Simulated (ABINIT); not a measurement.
# CdS (Greenockite): G0W0 in ABINIT against the k mesh

How does the gap of CdS (Greenockite) converge in the k mesh?

Main program and level: ABINIT 10.8.3; PBE and many-body steps on it, plane waves.

The database entry behind the starting cell differs from later determinations by our own check (about 0.35 % long), so it need not match the best structure at ambient conditions.

## (1) Set-up

It takes space group P6_3mc (No. 186, hexagonal). Conventional cell: a = 4.150 Å, b = 4.150 Å, c = 6.737 Å, α = 90.00°, β = 90.00°, γ = 120.00°. Nearest to Cd lie 4 S at 2.53 to 2.54 Å. S has 4 Cd at 2.53 to 2.54 Å nearest. Farther neighbours and most contacts between anions are not listed.

The cell and positions come from the Crystallography Open Database and are kept as given unless a step says otherwise.

## (2) Empty states on the mesh, 3×3×2 mesh, 207 bands

This step: ABINIT 10.8.3; DFT, PBE, plane waves, norm-conserving pseudopotentials.

The sums over transitions need many empty states on a uniform mesh; this step solves for them.

Input file run.abi:

```
acell 3*1.0 Angstrom
rprim 
  4.149999999997 0.000000000001 0.000000000000
  -2.074999999999 3.594005425702 0.000000000000
  0.000000000000 0.000000000000 6.737000000000
ntypat 2
znucl 48 16
natom 4
typat 1 1 2 2
xred 
  0.333333333333 0.666666666667 0.000000000000
  0.666666666667 0.333333333333 0.500000000000
  0.333333333333 0.666666666667 0.375000000000
  0.666666666667 0.333333333333 0.875000000000
pp_dirpath "pseudos"
pseudos "Cd.upf, S.upf"
ecut 47
ngkpt 3 3 2
nshiftk 1
shiftk 0 0 0
kptopt 1
chksymbreak 0
iscf -2
irdden 1
istwfk *1
nband 207
nbdbuf 18
tolwfr 1e-09
nstep 60
prtvol 0
indata_prefix "in"
outdata_prefix "out"
tmpdata_prefix "tmp"
```

Command:

```
$ OMP_NUM_THREADS=1 mpirun -n 4 abinit run.abi > log
```

Numbers of over 12 decimals in the logs are rounded to 6 here.

What it wrote:

```text
.Version 10.8.3 of ABINIT. v10.8.2 released Aug 2026.

 Symmetries : space group P6_3 m c (#186); Bravais hP (primitive hexag.)
[... echo of the input left out ...]
== DATASET  1 ==================================================================
-   mpi_nproc: 4, omp_nthreads: 1 (-1 if OMP is not activated)

--- !DatasetInfo
iteration_state: {dtset: 1, }
dimensions: {natom: 4, nkpt: 6, mband: 207, nsppol: 1, nspinor: 1, nspden: 1, mpw: 10458, }
cutoff_energies: {ecut:  47.0, pawecutdg:  -1.0, }
[...]
2.84075    2.86587    2.88403    2.88403    2.92971    2.92971    2.93002    2.94024
   2.94024    2.96455    2.96455    3.01035    3.01035    3.01288    3.01289    3.01463
   3.01555    3.06633    3.06650    3.07743    3.07794    3.08925    3.13423
 prteigrs : prtvol=0 or 1, do not print more k-points.

== END DATASET(S) ==============================================================
================================================================================

 -outvars: echo values of variables after computation  --------
            nband         207
             nkpt           6
          spgroup         186
 [... the other variables as echoed above ...]

 Calculation completed.
```

Elapsed: 4.3 min, on 4 MPI ranks of Intel Xeon Platinum 8488C (Sapphire Rapids), shared host; peak memory 0.57 GiB; 17 min of CPU time.

This step gave:

| Property | Result |
| --- | --- |
| gap | 1.175 eV |
| k of the valence top | 0, 0, 0 |
| k of the conduction bottom | 0, 0, 0 |
| least direct gap | 1.175 eV |
| k points computed | 6 |
| lowest point of the top converged band, above the valence top | 72.6808 eV |

On this mesh the gap is 1.175 eV.

The density comes from a self-consistent run that is not shown.

## (3) Empty states on the mesh, 3×3×1 mesh, 73 bands

Edit run.abi of step 2 so:

```diff
@@ -17,3 +17,3 @@
 ecut 47
-ngkpt 3 3 2
+ngkpt 3 3 1
 nshiftk 1
@@ -25,4 +25,4 @@
 istwfk *1
-nband 207
-nbdbuf 18
+nband 73
+nbdbuf 6
 tolwfr 1e-09
```

Command:

```
$ OMP_NUM_THREADS=1 mpirun -n 3 abinit run.abi > log
```

What it wrote:

```text
.Version 10.8.3 of ABINIT. v10.8.2 released Aug 2026.

 Symmetries : space group P6_3 m c (#186); Bravais hP (primitive hexag.)
[... echo of the input left out ...]
== DATASET  1 ==================================================================
-   mpi_nproc: 3, omp_nthreads: 1 (-1 if OMP is not activated)

--- !DatasetInfo
iteration_state: {dtset: 1, }
dimensions: {natom: 4, nkpt: 3, mband: 73, nsppol: 1, nspinor: 1, nspden: 1, mpw: 10458, }
cutoff_energies: {ecut:  47.0, pawecutdg:  -1.0, }
[...]
1.05078    1.05078    1.06036    1.09152    1.09152    1.12668    1.14023    1.14244
   1.14244    1.16723    1.16723    1.17376    1.23561    1.25428    1.27440    1.27473
   1.30950
 prteigrs : prtvol=0 or 1, do not print more k-points.

== END DATASET(S) ==============================================================
================================================================================

 -outvars: echo values of variables after computation  --------
            nband          73
             nkpt           3
          spgroup         186
 [... the other variables as echoed above ...]

 Calculation completed.
```

The job ended after 27 s (3 MPI ranks; peak memory 0.33 GiB; 80 s of CPU time).

This step gave:

| Quantity | Value |
| --- | --- |
| gap | 1.175 eV |
| k of the valence top | 0, 0, 0 |
| k of the conduction bottom | 0, 0, 0 |
| least direct gap | 1.175 eV |
| k points computed | 3 |
| lowest point of the top converged band, above the valence top | 27.05 eV |

On this mesh the gap is 1.175 eV.

## (4) Empty states on the mesh, 6×6×4 mesh, 73 bands

Edit run.abi of step 3 so:

```diff
@@ -17,3 +17,3 @@
 ecut 47
-ngkpt 3 3 1
+ngkpt 6 6 4
 nshiftk 1
```

Command:

```
$ OMP_NUM_THREADS=1 mpirun -n 4 abinit run.abi > log
```

What it wrote:

```text
.Version 10.8.3 of ABINIT. v10.8.2 released Aug 2026.

 Symmetries : space group P6_3 m c (#186); Bravais hP (primitive hexag.)
[... echo of the input left out ...]
== DATASET  1 ==================================================================
-   mpi_nproc: 4, omp_nthreads: 1 (-1 if OMP is not activated)

--- !DatasetInfo
iteration_state: {dtset: 1, }
dimensions: {natom: 4, nkpt: 21, mband: 73, nsppol: 1, nspinor: 1, nspden: 1, mpw: 10458, }
cutoff_energies: {ecut:  47.0, pawecutdg:  -1.0, }
[...]
1.05078    1.05078    1.06036    1.09152    1.09152    1.12668    1.14023    1.14244
   1.14244    1.16723    1.16723    1.17376    1.23561    1.25428    1.27440    1.27473
   1.30950
 prteigrs : prtvol=0 or 1, do not print more k-points.

== END DATASET(S) ==============================================================
================================================================================

 -outvars: echo values of variables after computation  --------
            nband          73
             nkpt          21
          spgroup         186
 [... the other variables as echoed above ...]

 Calculation completed.
```

The job ended after 2.4 min (4 MPI ranks; peak memory 0.62 GiB; 9.6 min of CPU time).

Numbers from this step:

```
gap                                                           : 1.175 eV
k of the valence top                                          : 0, 0, 0
k of the conduction bottom                                    : 0, 0, 0
least direct gap                                              : 1.175 eV
k points computed                                             : 21
lowest point of the top converged band, above the valence top : 27.05 eV
```

On this mesh the gap is 1.175 eV.

## (5) Screening, 3×3×1 mesh, 67 bands, screening to 106.1 eV

The RPA dielectric matrix is built and inverted for each q.

This step: RPA screening on PBE, plane waves, norm-conserving pseudopotentials.

Edit run.abi of step 4 so:

```diff
@@ -17,3 +17,3 @@
 ecut 47
-ngkpt 6 6 4
+ngkpt 3 3 1
 nshiftk 1
@@ -22,10 +22,11 @@
 chksymbreak 0
-iscf -2
-irdden 1
 istwfk *1
-nband 73
-nbdbuf 6
-tolwfr 1e-09
-nstep 60
-prtvol 0
+occopt 1
+irdwfk 1
+optdriver 3
+nband 67
+ecuteps 3.9
+inclvkb 2
+awtr 1
+symchi 1
 indata_prefix "in"
```

What it wrote:

```text
.Version 10.8.3 of ABINIT. v10.8.2 released Aug 2026.

 Symmetries : space group P6_3 m c (#186); Bravais hP (primitive hexag.)
[... echo of the input left out ...]
== DATASET  1 ==================================================================
-   mpi_nproc: 4, omp_nthreads: 1 (-1 if OMP is not activated)

--- !DatasetInfo
iteration_state: {dtset: 1, }
dimensions: {natom: 4, nkpt: 3, mband: 67, nsppol: 1, nspinor: 1, nspden: 1, mpw: 10458, }
cutoff_energies: {ecut:  47.0, pawecutdg:  -1.0, }
electrons: {nelect:   5.20000000E+01, charge:   0.00000000E+00, occopt:   1.00000000E+00, tsmear:   1.00000000E-02, }

 SCREENING: Calculation of the susceptibility and dielectric matrices

 Based on a program developped by R.W. Godby, V. Olevano, G. Onida, and L. Reining.
 Incorporated in ABINIT by V. Olevano, G.-M. Rignanese, and M. Torrent.
.Using double precision arithmetic ; gwpc =  8

[... cell and pseudopotentials left out ...]
--------------------------------------------------------------------------------

 ==== K-mesh for the wavefunctions ====
 Number of points in the irreducible wedge :     3
[... list of points left out ...]
 Together with 12 symmetry operations and time-reversal symmetry
 yields     9 points in the full Brillouin Zone.

 ==== Q-mesh for the screening function ====
 Number of points in the irreducible wedge :     3
[... list of points left out ...]
 Together with 12 symmetry operations and time-reversal symmetry
 yields     9 points in the full Brillouin Zone.

 setmesh: FFT mesh size selected  =    27x   27x   54
          total number of points  =        39366

 vcoul_init : cutoff-mode = AUXILIARY_FUNCTION
 q-points for optical limit:   1
     1)      0.000010    0.000020    0.000030

- screening: taking advantage of time-reversal symmetry
- Maximum band index for partially occupied states nbvw = 26
- Remaining bands to be divided among processors   nbcw = 41
- Number of bands treated by each node ~10

 Number of electrons calculated from density =   52.0000; Expected =   52.0000
 average of density, n =  0.076686
 r_s =    1.4602
 omega_plasma =   26.7124 [eV]

 calculating chi0 at frequencies [eV] :
  1    0.000000E+00    0.000000E+00
  2    0.000000E+00    2.671236E+01

--------------------------------------------------------------------------------
  q-point number  1        q = ( 0.000000, 0.000000, 0.000000) [r.l.u.]
--------------------------------------------------------------------------------
[... chi0 elements left out ...]
 For q-point:  0.000010 0.000020 0.000030
  dielectric constant =  21.0997
  dielectric constant without local fields =  22.3495

  Average fulfillment of the sum rule on Im[epsilon] for q-point    1 :     28.96  [%]
[... wings left out ...]
  q-point number  2        q = ( 0.333333, 0.000000, 0.000000) [r.l.u.]
--------------------------------------------------------------------------------
[... chi0 elements left out ...]
  Average fulfillment of the sum rule on Im[epsilon] for q-point    2 :     33.75  [%]

 [... 1 further q-points ...]
```

Wall time 11 s (4 MPI ranks); peak memory 0.82 GiB; 43 s of CPU time.

This step gave:

| Item | Value |
| --- | --- |
| ε∞ with local fields, on this mesh, along the program's q direction | 21.10 |
| the same without local fields | 22.35 |
| plasma frequency | 26.71 eV |
| plane waves in the screening matrix | 251 |

Local fields lower ε∞ by 6 %. On a Γ-centred mesh this coarse the value itself is usually too large, while a short band sum pulls it down.

## (6) 3×3×1

This step: G0W0 on PBE, plane waves, norm-conserving pseudopotentials.

Edit run.abi of step 5 so:

```diff
@@ -25,8 +25,15 @@
 irdwfk 1
-optdriver 3
+optdriver 4
 nband 67
+gwcalctyp 0
+ecutsigx 47
+symsigma 1
+nkptgw 1
+kptgw 
+  0.0000000000 0.0000000000 0.0000000000
+bdgw 
+  25 28
 ecuteps 3.9
-inclvkb 2
-awtr 1
-symchi 1
+irdscr 1
+ppmodel 1
 indata_prefix "in"
```

What it wrote:

```text
.Version 10.8.3 of ABINIT. v10.8.2 released Aug 2026.

 Symmetries : space group P6_3 m c (#186); Bravais hP (primitive hexag.)
[... echo of the input left out ...]
== DATASET  1 ==================================================================
-   mpi_nproc: 4, omp_nthreads: 1 (-1 if OMP is not activated)

--- !DatasetInfo
iteration_state: {dtset: 1, }
dimensions: {natom: 4, nkpt: 3, mband: 67, nsppol: 1, nspinor: 1, nspden: 1, mpw: 10458, }
cutoff_energies: {ecut:  47.0, pawecutdg:  -1.0, }
electrons: {nelect:   5.20000000E+01, charge:   0.00000000E+00, occopt:   1.00000000E+00, tsmear:   1.00000000E-02, }

 SIGMA: Calculation of the GW corrections

 Based on a program developped by R.W. Godby, V. Olevano, G. Onida, and L. Reining.
 Incorporated in ABINIT by V. Olevano, G.-M. Rignanese, and M. Torrent.
.Using double precision arithmetic ; gwpc =  8

[... cell and pseudopotentials left out ...]
--------------------------------------------------------------------------------

 ==== K-mesh for the wavefunctions ====
 Number of points in the irreducible wedge :     3
[... list of points left out ...]
 Together with 12 symmetry operations and time-reversal symmetry
 yields     9 points in the full Brillouin Zone.

 ==== Q-mesh for screening function ====
 Number of points in the irreducible wedge :     3
[... list of points left out ...]
 Together with 12 symmetry operations and time-reversal symmetry
 yields     9 points in the full Brillouin Zone.

 vcoul_init : cutoff-mode = AUXILIARY_FUNCTION
 q-points for optical limit:   1
     1)      0.000010    0.000020    0.000030
 setmesh: FFT mesh size selected  =    45x   45x   80
          total number of points  =       162000

 Number of electrons calculated from density =   52.0000; Expected =   52.0000
 average of density, n =  0.076686
 r_s =    1.4602
 omega_plasma =   26.7124 [eV]

 === KS Band Gaps ===
  >>>> For spin  1
   Minimum direct gap =   1.1750 [eV], located at k-point      :   0.0000  0.0000  0.0000
   Fundamental gap    =   1.1750 [eV], Top of valence bands at :   0.0000  0.0000  0.0000
                                       Bottom of conduction at :   0.0000  0.0000  0.0000
 SIGMA fundamental parameters:
 PLASMON POLE MODEL  1
 number of plane-waves for SigmaX                10383
 number of plane-waves for SigmaC and W            251
 number of plane-waves for wavefunctions         10383
 number of bands                                    67
 number of independent spin polarizations            1
 number of spinorial components                      1
 number of k-points in IBZ                           3
 number of q-points in IBZ                           3
 number of symmetry operations                      12
 number of k-points in BZ                            9
 number of q-points in BZ                            9
 number of frequencies for dSigma/dE                 9
 frequency step for dSigma/dE [eV]                0.25
 number of omega for Sigma on real axis              0
 max omega for Sigma on real axis  [eV]           0.00
 zcut for avoiding poles [eV]                     0.10

 EPSILON^-1 parameters (SCR file):
 dimension of the eps^-1 matrix on file            251
 dimension of the eps^-1 matrix used               251
 number of plane-waves for wavefunctions         10383
 number of bands                                    67
 number of q-points in IBZ                           3
 number of frequencies                               2
 number of real frequencies                          1
 number of imag frequencies                          1

 matrix elements of self-energy operator (all in [eV])

 Perturbative Calculation

--- !SelfEnergy_ee
iteration_state: {dtset: 1, }
kpoint     : [   0.000,    0.000,    0.000, ]
spin       : 1
KS_gap     :    1.175
QP_gap     :    1.954
Delta_QP_KS:    0.779
data: !SigmaeeData |
     Band     E0 <VxcDFT>   SigX SigC(E0)      Z dSigC/dE  Sig(E)    E-E0       E
       25   4.259 -15.257 -18.247   2.955   0.774  -0.292 -15.284  -0.027   4.232
       26   4.259 -15.257 -18.247   2.955   0.774  -0.292 -15.284  -0.027   4.232
       27   5.434 -10.679  -6.501  -3.242   0.804  -0.243  -9.926   0.753   6.187
       28   7.023 -11.038  -6.605  -3.299   0.806  -0.240 -10.123   0.915   7.938

== END DATASET(S) ==============================================================
================================================================================

 -outvars: echo values of variables after computation  --------
           etotal      0.0000000000E+00
            nband          67
             nkpt           3
          spgroup         186
 [... the other variables as echoed above ...]

 Calculation completed.
```

Run time: 3.9 s. Hardware: 4 MPI ranks; peak memory 0.8 GiB; 15 s of CPU time.

This step gave:

```yaml
g0w0_gap_on_the_points_computed: 1.955 eV
starting_gap_on_the_mesh: 1.175 eV
k_of_the_valence_top: 0, 0, 0
k_of_the_conduction_bottom: 0, 0, 0
z_at_the_valence_top: 0.774
z_at_the_conduction_bottom: 0.804
least_direct_g0w0_gap_on_the_computed_points: 1.955 eV
```

## (7) Screening, 3×3×2 mesh, 67 bands, screening to 106.1 eV

This step: RPA screening on PBE, plane waves, norm-conserving pseudopotentials.

Edit run.abi of step 6 so:

```diff
@@ -17,3 +17,3 @@
 ecut 47
-ngkpt 3 3 1
+ngkpt 3 3 2
 nshiftk 1
@@ -25,15 +25,8 @@
 irdwfk 1
-optdriver 4
+optdriver 3
 nband 67
-gwcalctyp 0
-ecutsigx 47
-symsigma 1
-nkptgw 1
-kptgw 
-  0.0000000000 0.0000000000 0.0000000000
-bdgw 
-  25 28
 ecuteps 3.9
-irdscr 1
-ppmodel 1
+inclvkb 2
+awtr 1
+symchi 1
 indata_prefix "in"
```

What it wrote:

```text
.Version 10.8.3 of ABINIT. v10.8.2 released Aug 2026.

 Symmetries : space group P6_3 m c (#186); Bravais hP (primitive hexag.)
[... echo of the input left out ...]
== DATASET  1 ==================================================================
-   mpi_nproc: 4, omp_nthreads: 1 (-1 if OMP is not activated)

--- !DatasetInfo
iteration_state: {dtset: 1, }
dimensions: {natom: 4, nkpt: 6, mband: 67, nsppol: 1, nspinor: 1, nspden: 1, mpw: 10458, }
cutoff_energies: {ecut:  47.0, pawecutdg:  -1.0, }
electrons: {nelect:   5.20000000E+01, charge:   0.00000000E+00, occopt:   1.00000000E+00, tsmear:   1.00000000E-02, }

 SCREENING: Calculation of the susceptibility and dielectric matrices

 Based on a program developped by R.W. Godby, V. Olevano, G. Onida, and L. Reining.
 Incorporated in ABINIT by V. Olevano, G.-M. Rignanese, and M. Torrent.
.Using double precision arithmetic ; gwpc =  8

[... cell and pseudopotentials left out ...]
--------------------------------------------------------------------------------

 ==== K-mesh for the wavefunctions ====
 Number of points in the irreducible wedge :     6
[... list of points left out ...]
 Together with 12 symmetry operations and time-reversal symmetry
 yields    18 points in the full Brillouin Zone.

 ==== Q-mesh for the screening function ====
 Number of points in the irreducible wedge :     6
[... list of points left out ...]
 Together with 12 symmetry operations and time-reversal symmetry
 yields    18 points in the full Brillouin Zone.

 setmesh: FFT mesh size selected  =    27x   27x   54
          total number of points  =        39366

 vcoul_init : cutoff-mode = AUXILIARY_FUNCTION
 q-points for optical limit:   1
     1)      0.000010    0.000020    0.000030

- screening: taking advantage of time-reversal symmetry
- Maximum band index for partially occupied states nbvw = 26
- Remaining bands to be divided among processors   nbcw = 41
- Number of bands treated by each node ~10

 Number of electrons calculated from density =   52.0000; Expected =   52.0000
 average of density, n =  0.076686
 r_s =    1.4602
 omega_plasma =   26.7124 [eV]

 calculating chi0 at frequencies [eV] :
  1    0.000000E+00    0.000000E+00
  2    0.000000E+00    2.671236E+01

--------------------------------------------------------------------------------
  q-point number  1        q = ( 0.000000, 0.000000, 0.000000) [r.l.u.]
--------------------------------------------------------------------------------
[... chi0 elements left out ...]
 For q-point:  0.000010 0.000020 0.000030
  dielectric constant =  13.7881
  dielectric constant without local fields =  14.6262

  Average fulfillment of the sum rule on Im[epsilon] for q-point    1 :     28.98  [%]
[... wings left out ...]
  q-point number  2        q = ( 0.333333, 0.000000, 0.000000) [r.l.u.]
--------------------------------------------------------------------------------
[... chi0 elements left out ...]
  Average fulfillment of the sum rule on Im[epsilon] for q-point    2 :     33.73  [%]

 [... 4 further q-points ...]
```

It took 27 s on 4 MPI ranks; peak memory 1.2 GiB; 1.8 min of CPU time.

This step gave:

```yaml
eps_infinity_with_local_fields_on_this_mesh_along_the_program_s_q_direction: 13.79
the_same_without_local_fields: 14.63
plasma_frequency: 26.71 eV
plane_waves_in_the_screening_matrix: 251
```

[end of part 1 of 2]

[Paths, hosts, dates, memory and timing lines, banners, echoed tables and standing remarks are left out of the program output.]

[Logs are printed without paths, hosts, clocks, repeated set-up lines and the standing remarks that a program may print on its own settings, such as how far it seeks lower states.]

[Runs of the session that timed out or met a known fault of the program may be left out.]

[No measured gap is set beside runs whose start may be inverted or whose files or cutoffs have a known fault.]

[Hosts, paths, dates, database ids (printed as entryN), source tags and the programs' standing remarks are cut or masked in the printed files.]

[G0W0 gaps are taken among the corrected bands and points alone; a level outside them can change the order at an edge.]

[Where Ansatz stands beside ABINIT at settings called matched, ABINIT's density can come from a denser mesh and the files from another edition; pairs whose starting gaps differed by over 0.03 eV were left out, so agreement reads better than it is.]
